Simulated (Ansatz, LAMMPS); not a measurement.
# An extra electron or hole in a frame of liquid (Rb,Cs)Cl from 1000 K (84 atoms)

Aim: add and remove one electron in a frame of liquid (Rb,Cs)Cl from 1000 K (84 atoms), with atoms held and relaxed, and read trapping energy and localisation.

Main program and level: Ansatz 0.2.0; Kohn-Sham DFT, PBE, PAW (set soft_2), plane waves.

## (1) The system as given

The cell holds 84 atoms: 25 Rb, 17 Cs and 42 Cl. Cell: a = 15.586 Å, b = 15.586 Å, c = 15.586 Å, α = 90.0°, β = 90.0°, γ = 90.0°. 84 atoms (25 Rb, 17 Cs, 42 Cl) placed at random at 2.58 g/cm³, melted at 1800 K for 10 ps at fixed volume with the Lennard-Jones and Coulomb ion parameters for SPC/E (Joung and Cheatham, J. Phys. Chem. B 112, 9020 (2008)), full charges. Snapshot at the end of a hold of 20 ps at 1000 K and fixed volume.

Limits known from the start: The network of bonds at the start is that of the classical potential that made the cell, and needn't be the one that DFT or experiment would give. The ion parameters were fitted for water, not for melts, so the starting structure of this cell may lie well off the real melt's. Only the Γ point is sampled, in a cell whose shortest periodic width is 16 Å. Spin–orbit coupling is left out, which matters for the levels of the heavy elements. The liquid is relaxed first, so the results are those of a frozen frame at zero temperature.

## (2) Single point at the start

The forces at the start show how far the geometry lies from a minimum of this functional.

input.yaml

```yaml
crystal:
  lattice:
    - [15.586, 0.0, 0.0]
    - [0.0, 15.586, 0.0]
    - [0.0, 0.0, 15.586]
  atoms:
    - { symbol: Rb, position: [0.06095, 0.56588, 0.42719] }
    - { symbol: Rb, position: [0.86413, 0.31539, 0.3844] }
    - { symbol: Rb, position: [0.49625, 0.63911, 0.14259] }
    - { symbol: Rb, position: [0.59538, 0.31131, 0.17092] }
    - { symbol: Rb, position: [0.29325, 0.96864, 0.07613] }
    - { symbol: Rb, position: [0.12148, 0.91597, 0.45671] }
    - { symbol: Rb, position: [0.67058, 0.71109, 0.3424] }
    - { symbol: Rb, position: [0.81478, 0.9671, 0.31998] }
    - { symbol: Rb, position: [0.72631, 0.42779, 0.90585] }
    - { symbol: Rb, position: [0.71537, 0.14188, 0.95253] }
    - { symbol: Rb, position: [0.41667, 0.85727, 0.43229] }
    - { symbol: Rb, position: [0.11153, 0.19688, 0.22617] }
    - { symbol: Rb, position: [0.67611, 0.09683, 0.50365] }
    - { symbol: Rb, position: [0.13072, 0.60838, 0.9809] }
    - { symbol: Rb, position: [0.39997, 0.14036, 0.90308] }
    - { symbol: Rb, position: [0.98591, 0.86345, 0.91575] }
    - { symbol: Rb, position: [0.91526, 0.50456, 0.13498] }
    - { symbol: Rb, position: [0.68289, 0.22297, 0.73508] }
    - { symbol: Rb, position: [0.21462, 0.68305, 0.20751] }
    - { symbol: Rb, position: [0.08434, 0.27324, 0.87891] }
    - { symbol: Rb, position: [0.97761, 0.65712, 0.78459] }
    - { symbol: Rb, position: [0.35056, 0.49528, 0.44514] }
    - { symbol: Rb, position: [0.66453, 0.49501, 0.48223] }
    - { symbol: Rb, position: [0.38691, 0.69475, 0.83598] }
    - { symbol: Rb, position: [0.46428, 0.9948, 0.68334] }
    - { symbol: Cs, position: [0.44177, 0.37992, 0.81505] }
    - { symbol: Cs, position: [0.59275, 0.95896, 0.21196] }
    - { symbol: Cs, position: [0.2897, 0.37138, 0.11241] }
    - { symbol: Cs, position: [0.92679, 0.77623, 0.56202] }
    - { symbol: Cs, position: [0.23773, 0.75225, 0.65471] }
    - { symbol: Cs, position: [0.55059, 0.61741, 0.6331] }
    - { symbol: Cs, position: [0.87534, 0.37659, 0.64232] }
    - { symbol: Cs, position: [0.90297, 0.72556, 0.22814] }
    - { symbol: Cs, position: [0.68742, 0.82509, 0.6408] }
    - { symbol: Cs, position: [0.40955, 0.10317, 0.2481] }
    - { symbol: Cs, position: [0.87071, 0.03878, 0.73498] }
    - { symbol: Cs, position: [0.1815, 0.46028, 0.64312] }
    - { symbol: Cs, position: [0.92866, 0.12696, 0.10633] }
    - { symbol: Cs, position: [0.38979, 0.17699, 0.49567] }
    - { symbol: Cs, position: [0.08978, 0.1524, 0.52078] }
    - { symbol: Cs, position: [0.74838, 0.79654, 0.96189] }
    - { symbol: Cs, position: [0.16345, 0.02352, 0.74739] }
    - { symbol: Cl, position: [0.04628, 0.04395, 0.91392] }
    - { symbol: Cl, position: [0.23087, 0.08808, 0.37566] }
    - { symbol: Cl, position: [0.89132, 0.6468, 0.9901] }
    - { symbol: Cl, position: [0.76319, 0.66752, 0.52645] }
    - { symbol: Cl, position: [0.81556, 0.97466, 0.97633] }
    - { symbol: Cl, position: [0.70132, 0.46335, 0.71503] }
    - { symbol: Cl, position: [0.9421, 0.10317, 0.29819] }
    - { symbol: Cl, position: [0.84813, 0.27978, 0.84133] }
    - { symbol: Cl, position: [0.84618, 0.83154, 0.76406] }
    - { symbol: Cl, position: [0.40943, 0.31039, 0.27162] }
    - { symbol: Cl, position: [0.0789, 0.63355, 0.6107] }
    - { symbol: Cl, position: [0.53025, 0.27475, 0.95847] }
    - { symbol: Cl, position: [0.33515, 0.96393, 0.82702] }
    - { symbol: Cl, position: [0.50783, 0.02101, 0.40268] }
    - { symbol: Cl, position: [0.7335, 0.4303, 0.09126] }
    - { symbol: Cl, position: [0.03891, 0.39064, 0.51295] }
    - { symbol: Cl, position: [0.00415, 0.74329, 0.39191] }
    - { symbol: Cl, position: [0.29307, 0.70151, 0.45379] }
    - { symbol: Cl, position: [0.24467, 0.17098, 0.0541] }
    - { symbol: Cl, position: [0.17153, 0.75406, 0.85176] }
    - { symbol: Cl, position: [0.71981, 0.82366, 0.177] }
    - { symbol: Cl, position: [0.05612, 0.79847, 0.11614] }
    - { symbol: Cl, position: [0.46272, 0.77862, 0.66157] }
    - { symbol: Cl, position: [0.50926, 0.56154, 0.89059] }
    - { symbol: Cl, position: [0.26467, 0.96533, 0.58098] }
    - { symbol: Cl, position: [0.37169, 0.85035, 0.22798] }
    - { symbol: Cl, position: [0.6834, 0.87756, 0.44259] }
    - { symbol: Cl, position: [0.00832, 0.94694, 0.6129] }
    - { symbol: Cl, position: [0.31105, 0.57783, 0.06154] }
    - { symbol: Cl, position: [0.16227, 0.49751, 0.24584] }
    - { symbol: Cl, position: [0.67046, 0.03696, 0.69739] }
    - { symbol: Cl, position: [0.47729, 0.04391, 0.07113] }
    - { symbol: Cl, position: [0.00487, 0.31388, 0.11929] }
    - { symbol: Cl, position: [0.48945, 0.22174, 0.68041] }
    - { symbol: Cl, position: [0.16001, 0.26235, 0.70234] }
    - { symbol: Cl, position: [0.36751, 0.53768, 0.64967] }
    - { symbol: Cl, position: [0.70109, 0.09127, 0.15485] }
    - { symbol: Cl, position: [0.51302, 0.57668, 0.35254] }
    - { symbol: Cl, position: [0.84681, 0.53771, 0.33594] }
    - { symbol: Cl, position: [0.14138, 0.47102, 0.84057] }
    - { symbol: Cl, position: [0.86062, 0.15641, 0.58802] }
    - { symbol: Cl, position: [0.68802, 0.2883, 0.4799] }
kpoints:
  mp_grid: { grid: [1, 1, 1] }
hamiltonian:
  xc: pbe
scf:
  occupations: { method: fermi_dirac, width: 0.05 }
output:
  forces: true
```

Launch:

```console
$ ansatz run input.yaml --threads 4 --pin off --max-ram 15872MiB --backend cpu --events-out ev --progress --plain --runs-dir out
```

Output:

```text
Engine: ansatz 0.2.0, aarch64-unknown-linux-gnu
Pseudopotentials: kind: paw
Pseudopotential: Rb, paw, valence charge 9, recommended cutoff 420 eV (normal), Rb.paw.azcp
Pseudopotential: Cs, paw, valence charge 9, recommended cutoff 420 eV (normal), Cs.paw.azcp
Pseudopotential: Cl, paw, valence charge 7, recommended cutoff 420 eV (normal), Cl.paw.azcp
[... 5 lines on functional and potentials left out ...]
Crystal: 84 atoms, lattice volume = 3786.204 Å³
Basis set: ecut = 420 eV, 74125 PW (Γ), exchange–correlation on 216×216×216 points (8 copies of the dense FFT grid, shifted against one another)
Bands: 420, of which v1, the nominal top of the filled ones, is band 336 counted from 1 (335 counted from 0)
Symmetry: 1 space group operations
Space group: P1 (ITA 1), of the structure as read, at distance tolerance 1.6e-4 Å
k-points: 1
[... 7 lines on functional and potentials left out ...]
Initial density: superposition of atomic densities (neutral atoms: chi_scale 0, normalization atom), corrected by the library's trained network
Initial wavefunctions: pseudopotential atomic-orbital guess
Functional: x = pbe(κ = 0.804, μ = 0.219515), c = pbe(β = 0.066725)
SCF iter   1: F=—  HF=-223572.815227 eV  |F-HF|=—  |Δ(HF+E_count)|=         —  Δρ=7.27e-4  dr2=7.43e-2  ethr=1.77e-3  ⟨swp⟩=10.0  Hψ=1949  notcnv=0  defer=40
preconditioner: auto → Resta (q_TF=auto, 2.045 Å⁻¹)  ε∞=2.6  [insulator: Δε(μ)=3.514 eV  Ē_g=11.558 eV  σ=0.050 eV  W_gap=1.00  n_scr=514 (ndim 8)  ℏωp=14.6 eV  f_vac=0.217  D(μ)=0.00/eV (n_scr^D=0)  ε∞_Penn≈2.6]
SCF iter   2: F=—  HF=-223572.817685 eV  |F-HF|=—  |Δ(HF+E_count)|=   2.46e-3  Δρ=3.39e-4  dr2=1.68e-2  ethr=1.11e-5  ⟨swp⟩=2.0  Hψ=784  notcnv=0  defer=71
SCF iter   3: F=—  HF=-223572.816532 eV  |F-HF|=—  |Δ(HF+E_count)|=   1.15e-3  Δρ=1.26e-4  dr2=2.47e-3  ethr=2.51e-6  ⟨swp⟩=2.0  Hψ=661  notcnv=0  defer=40
automatic band count: iteration 3 solves 389 bands in place of 420: the levels show a gap, and the empty bands left out lie too high to hold charge; the band table lists the bands solved (type scf.n_extra_bands for more)
SCF iter   4: F=—  HF=-223572.816419 eV  |F-HF|=—  |Δ(HF+E_count)|=   1.13e-4  Δρ=4.56e-5  dr2=1.40e-4  ethr=3.68e-7  ⟨swp⟩=2.0  Hψ=589  notcnv=0  defer=40
SCF iter   5: F=—  HF=-223572.816428 eV  |F-HF|=—  |Δ(HF+E_count)|=   9.40e-6  Δρ=1.34e-5  dr2=1.34e-5  ethr=2.09e-8  ⟨swp⟩=2.0  Hψ=635  notcnv=0  defer=40
SCF iter   6: F=—  HF=-223572.820473 eV  |F-HF|=—  |Δ(HF+E_count)|=   4.04e-3  Δρ=3.63e-6  dr2=8.15e-7  ethr=2.00e-9  ⟨swp⟩=2.0  Hψ=714  notcnv=0  defer=46
SCF iter   7: F=-223572.820473 eV  HF=-223572.820473 eV  |F-HF|=1.62e-8  |Δ(HF+E_count)|=   4.44e-7  Δρ=1.03e-6  dr2=7.06e-8  ethr=1.49e-11  ⟨swp⟩=4.0  Hψ=1401  notcnv=0
SCF 1 converged in 7 iterations: F = -223572.820473 eV  dr2 = 7.06e-8
  greatest PAW one-centre occupation: 0.973 electrons in one spin orbital (limit 2), on the Rb atom at site 0 (counted from 0), in its partial waves of l = 0
SCF converged after 7 iterations
Free energy (F): -223572.820473 eV
Harris-Foulkes:  -223572.820473 eV  (|F-HF|=1.62e-8)
Internal energy: -223572.820473 eV  (E = F + TS)
E sigma→0 (E₀):  -223572.820473 eV
Fermi energy:    2.639573 eV
--- Per-component energies (eV) ---
  E_band       = -4696.305431
  E_kinetic    = 14057.612237
  E_local      = -36652.797685  (includes V_loc(G=0)·N_el)
  E_nonlocal   = 6035.678923
  E_hartree    = 11884.277472
  E_xc         = -10776.429892
  E_vxc        = -10760.012952  (∫ρ·V_xc dr)
  E_paw        = -179275.294663  (= ΣΔE_a)
  E_vpaw       = -1145.329793  (= ΣTr[D̂ρ^β])
  E_aug_tail   = 0.003728  (compensation charges beyond the density's cutoff)
  E_ewald      = -28845.870593
  E_smearing   = -0.000000  (= −TS)
  E_closure    = -0.000000  (closes the sum)
  Σ components = -223572.820473   (vs F -223572.820473, Δ=0.00e0)
--- Forces (eV/Å), atoms counted from 1 ---
  atom   1  Rb     0.05711832    -0.30257799    -0.45812532
  atom   2  Rb     0.21919046     0.02655311    -0.11131713
  atom   3  Rb    -0.26478462    -0.11060024    -0.06466634
  atom   4  Rb    -0.04283673    -0.18091027    -0.09701323
  atom   5  Rb    -0.29004840    -0.26062777    -0.27377809
  atom   6  Rb     0.23771115    -0.27880619    -0.57078716
  atom   7  Rb     0.15596744    -0.29139265     0.09448284
  atom   8  Rb    -0.19953524    -0.25731160    -0.20975695
  atom   9  Rb    -0.18922685     0.26565927    -0.18433937
  atom  10  Rb    -0.21074915    -0.05071824     0.33728884
  atom  11  Rb    -0.33486980    -0.42828301     0.09791835
  atom  12  Rb     0.60179261    -0.08737770     0.26677987
  atom  13  Rb     0.03566991    -0.23599477    -0.03659154
  atom  14  Rb    -0.10321547     0.09159079     0.20850408
[...]
atom  83  Cl     0.01898432     0.79750653    -0.89011196
  atom  84  Cl    -0.03187215     0.49734452    -0.13301046
  max |Σ_I F_I| component: 8.04e-5 eV/Å
```

Wall time 27 s (4 threads of Arm Neoverse V2, shared host); peak memory 4.2 GiB; 1.7 min of CPU time.

The r.m.s. force at the start is 0.37 eV/Å.

## (3) Relaxation

With the cell held, the atoms are moved downhill towards a nearby minimum.

input.yaml

```yaml
crystal:
  lattice:
    - [15.586, 0.0, 0.0]
    - [0.0, 15.586, 0.0]
    - [0.0, 0.0, 15.586]
  atoms:
    [... the 84 atom lines of step 2 ...]
kpoints:
  mp_grid: { grid: [1, 1, 1] }
hamiltonian:
  xc: pbe
scf:
  occupations: { method: fermi_dirac, width: 0.05 }
output:
  forces: true
relax:
  f_tol: 0.06
  max_steps: 150
```

Output:

```text
[...]
Crystal: 84 atoms, lattice volume = 3786.204 Å³
Basis set: ecut = 420 eV, 74125 PW (Γ), exchange–correlation on 216×216×216 points (8 copies of the dense FFT grid, shifted against one another)
Bands: 420, of which v1, the nominal top of the filled ones, is band 336 counted from 1 (335 counted from 0)
Symmetry: 1 space group operations
[...]
k-points: 1
[...]
SCF iter   1: F=—  HF=-223572.815224 eV  |F-HF|=—  |Δ(HF+E_count)|=         —  Δρ=7.27e-4  dr2=7.43e-2  ethr=1.77e-3  ⟨swp⟩=10.0  Hψ=1949  notcnv=0  defer=40
[...]
SCF iter   5: F=-223572.820470 eV  HF=-223572.820467 eV  |F-HF|=2.50e-6  |Δ(HF+E_count)|=   2.39e-5  Δρ=1.35e-5  dr2=1.35e-5  ethr=2.09e-8  ⟨swp⟩=2.0  Hψ=635  notcnv=0  defer=77
SCF iter   6: F=-223572.820473 eV  HF=-223572.820473 eV  |F-HF|=2.32e-7  |Δ(HF+E_count)|=   5.39e-6  Δρ=3.66e-6  dr2=8.35e-7  ethr=2.01e-9  ⟨swp⟩=2.0  Hψ=1125  notcnv=0
SCF 1 converged in 6 iterations: F = -223572.820473 eV  dr2 = 8.35e-7
[...]
relax step   1: F+E_penalty+E_count = -223572.82047277 eV  Δ(F+E_penalty+E_count) = +0.000e0 eV  max|allowed force component| = 1.530e0 eV/Å  Δτ_max = 0.0000 Å  (6 SCF iters, dr2 threshold 9.00e-5 eV, accepted)
[...]
relax step   2: F+E_penalty+E_count = -223576.44258935 eV  Δ(F+E_penalty+E_count) = -3.622e0 eV  max|allowed force component| = 6.309e-1 eV/Å  Δτ_max = 0.1947 Å  (5 SCF iters, dr2 threshold 1.00e-4 eV, accepted)
[...]
relax step   3: F+E_penalty+E_count = -223578.84103294 eV  Δ(F+E_penalty+E_count) = -2.398e0 eV  max|allowed force component| = 2.858e-1 eV/Å  Δτ_max = 0.1948 Å  (6 SCF iters, dr2 threshold 2.49e-5 eV, accepted)
relax step   4: F+E_penalty+E_count = -223580.26898046 eV  Δ(F+E_penalty+E_count) = -1.428e0 eV  max|allowed force component| = 1.616e-1 eV/Å  Δτ_max = 0.1996 Å  (6 SCF iters, dr2 threshold 1.39e-5 eV, accepted)
relax step   5: F+E_penalty+E_count = -223580.95790856 eV  Δ(F+E_penalty+E_count) = -6.889e-1 eV  max|allowed force component| = 1.267e-1 eV/Å  Δτ_max = 0.1950 Å  (6 SCF iters, dr2 threshold 5.36e-6 eV, accepted)
relax step   6: F+E_penalty+E_count = -223581.34516955 eV  Δ(F+E_penalty+E_count) = -3.873e-1 eV  max|allowed force component| = 1.214e-1 eV/Å  Δτ_max = 0.1950 Å  (6 SCF iters, dr2 threshold 5.14e-6 eV, accepted)
relax step   7: F+E_penalty+E_count = -223581.59919229 eV  Δ(F+E_penalty+E_count) = -2.540e-1 eV  max|allowed force component| = 1.040e-1 eV/Å  Δτ_max = 0.1952 Å  (6 SCF iters, dr2 threshold 9.07e-6 eV, accepted)
relax step   8: F+E_penalty+E_count = -223581.81936090 eV  Δ(F+E_penalty+E_count) = -2.202e-1 eV  max|allowed force component| = 1.181e-1 eV/Å  Δτ_max = 0.1966 Å  (6 SCF iters, dr2 threshold 7.93e-6 eV, accepted)
relax step   9: F+E_penalty+E_count = -223581.96051650 eV  Δ(F+E_penalty+E_count) = -1.412e-1 eV  max|allowed force component| = 9.697e-2 eV/Å  Δτ_max = 0.1949 Å  (5 SCF iters, dr2 threshold 1.02e-5 eV, accepted)
relax step  10: F+E_penalty+E_count = -223582.07949344 eV  Δ(F+E_penalty+E_count) = -1.190e-1 eV  max|allowed force component| = 8.607e-2 eV/Å  Δτ_max = 0.1954 Å  (6 SCF iters, dr2 threshold 6.34e-6 eV, accepted)
relax step  11: F+E_penalty+E_count = -223582.19051613 eV  Δ(F+E_penalty+E_count) = -1.110e-1 eV  max|allowed force component| = 7.342e-2 eV/Å  Δτ_max = 0.1961 Å  (6 SCF iters, dr2 threshold 5.00e-6 eV, accepted)
relax step  12: F+E_penalty+E_count = -223582.26506830 eV  Δ(F+E_penalty+E_count) = -7.455e-2 eV  max|allowed force component| = 7.479e-2 eV/Å  Δτ_max = 0.1952 Å  (6 SCF iters, dr2 threshold 3.92e-6 eV, accepted)
relax step  13: F+E_penalty+E_count = -223582.33921897 eV  Δ(F+E_penalty+E_count) = -7.415e-2 eV  max|allowed force component| = 5.833e-2 eV/Å  Δτ_max = 0.1977 Å  (6 SCF iters, dr2 threshold 4.07e-6 eV, accepted)
relax step  14: F+E_penalty+E_count = -223582.33921907 eV  Δ(F+E_penalty+E_count) = -1.087e-7 eV  max|allowed force component| = 5.838e-2 eV/Å  Δτ_max = 0.0000 Å  (2 SCF iters, accepted)
relax step  15: F+E_penalty+E_count = -223582.41298545 eV  Δ(F+E_penalty+E_count) = -7.377e-2 eV  max|allowed force component| = 7.765e-2 eV/Å  Δτ_max = 0.1944 Å  (7 SCF iters, accepted)
relax step  16: F+E_penalty+E_count = -223582.47841009 eV  Δ(F+E_penalty+E_count) = -6.542e-2 eV  max|allowed force component| = 2.235e-1 eV/Å  Δτ_max = 0.1955 Å  (6 SCF iters, dr2 threshold 6.03e-6 eV, accepted)
relax step  17: F+E_penalty+E_count = -223582.54980141 eV  Δ(F+E_penalty+E_count) = -7.139e-2 eV  max|allowed force component| = 7.495e-2 eV/Å  Δτ_max = 0.1797 Å  (5 SCF iters, dr2 threshold 5.00e-5 eV, accepted)
relax step  18: F+E_penalty+E_count = -223582.61408879 eV  Δ(F+E_penalty+E_count) = -6.429e-2 eV  max|allowed force component| = 7.091e-2 eV/Å  Δτ_max = 0.1911 Å  (8 SCF iters, accepted)
relax step  19: F+E_penalty+E_count = -223582.67503915 eV  Δ(F+E_penalty+E_count) = -6.095e-2 eV  max|allowed force component| = 7.412e-2 eV/Å  Δτ_max = 0.1944 Å  (7 SCF iters, accepted)
relax step  20: F+E_penalty+E_count = -223582.74112108 eV  Δ(F+E_penalty+E_count) = -6.608e-2 eV  max|allowed force component| = 6.674e-2 eV/Å  Δτ_max = 0.1950 Å  (6 SCF iters, dr2 threshold 4.92e-6 eV, accepted)
relax step  21: F+E_penalty+E_count = -223582.78329674 eV  Δ(F+E_penalty+E_count) = -4.218e-2 eV  max|allowed force component| = 3.765e-2 eV/Å  Δτ_max = 0.1936 Å  (6 SCF iters, dr2 threshold 3.61e-6 eV, accepted)
relax step  22: F+E_penalty+E_count = -223582.78329683 eV  Δ(F+E_penalty+E_count) = -9.092e-8 eV  max|allowed force component| = 3.766e-2 eV/Å  Δτ_max = 0.0000 Å  (2 SCF iters, accepted)
relax step  23: F+E_penalty+E_count = -223582.80076455 eV  Δ(F+E_penalty+E_count) = -1.747e-2 eV  max|allowed force component| = 4.526e-2 eV/Å  Δτ_max = 0.1150 Å  (7 SCF iters, accepted)
[...]
relax step  24: F+E_penalty+E_count = -223582.81526282 eV  Δ(F+E_penalty+E_count) = -1.450e-2 eV  max|allowed force component| = 2.314e-2 eV/Å  Δτ_max = 0.0982 Å  (7 SCF iters, accepted)
SCF converged after 7 iterations
Free energy (F): -223582.815263 eV
[...]
Internal energy: -223582.815263 eV  (E = F + TS)
E sigma→0 (E₀):  -223582.815263 eV
Fermi energy:    2.554488 eV
[...]
Σ components = -223582.815263   (vs F -223582.815263, Δ=0.00e0)
--- Forces (eV/Å), atoms counted from 1 ---
  atom   1  Rb    -0.00190566     0.00062242     0.00333279
  atom   2  Rb     0.00918465     0.01388270     0.00351569
  atom   3  Rb     0.00204008     0.00010540     0.00480784
  atom   4  Rb     0.00305136     0.00508182     0.00035155
[...]
atom  84  Cl     0.00154669    -0.00751353     0.00589878
  max |Σ_I F_I| component: 1.63e-5 eV/Å
--- Relaxed structure (24 steps of the walk, 24 accepted, 0 SCFs on fresh bases) ---
  F+E_penalty+E_count = -223582.81526282 eV   max|allowed force component| = 2.314e-2 eV/Å
  atoms:
    - { symbol: Rb, position: [0.068577, 0.567565, 0.391007] }
    - { symbol: Rb, position: [0.863693, 0.324998, 0.409900] }
    - { symbol: Rb, position: [0.550743, 0.613013, 0.121606] }
    - { symbol: Rb, position: [0.588824, 0.279982, 0.200309] }
[...]
- { symbol: Cl, position: [0.658294, 0.303736, 0.398326] }
```

Elapsed: 8.5 min, on 4 threads; peak memory 4.3 GiB; 33 min of CPU time.

The relaxation converged after 24 steps, 9.99 eV below its start, with a largest force component of 0.023 eV/Å.

(Part 1 of 4 ends here.)

[Long decimals in the printed logs are rounded to 6 places.]

[Logs are printed without paths, hosts, clocks, repeated set-up lines and the standing remarks that a program may print on its own settings, such as how far it seeks lower states.]

[Hosts, paths, dates, database ids (printed as entryN), source tags and the programs' standing remarks are cut or masked in the printed files.]
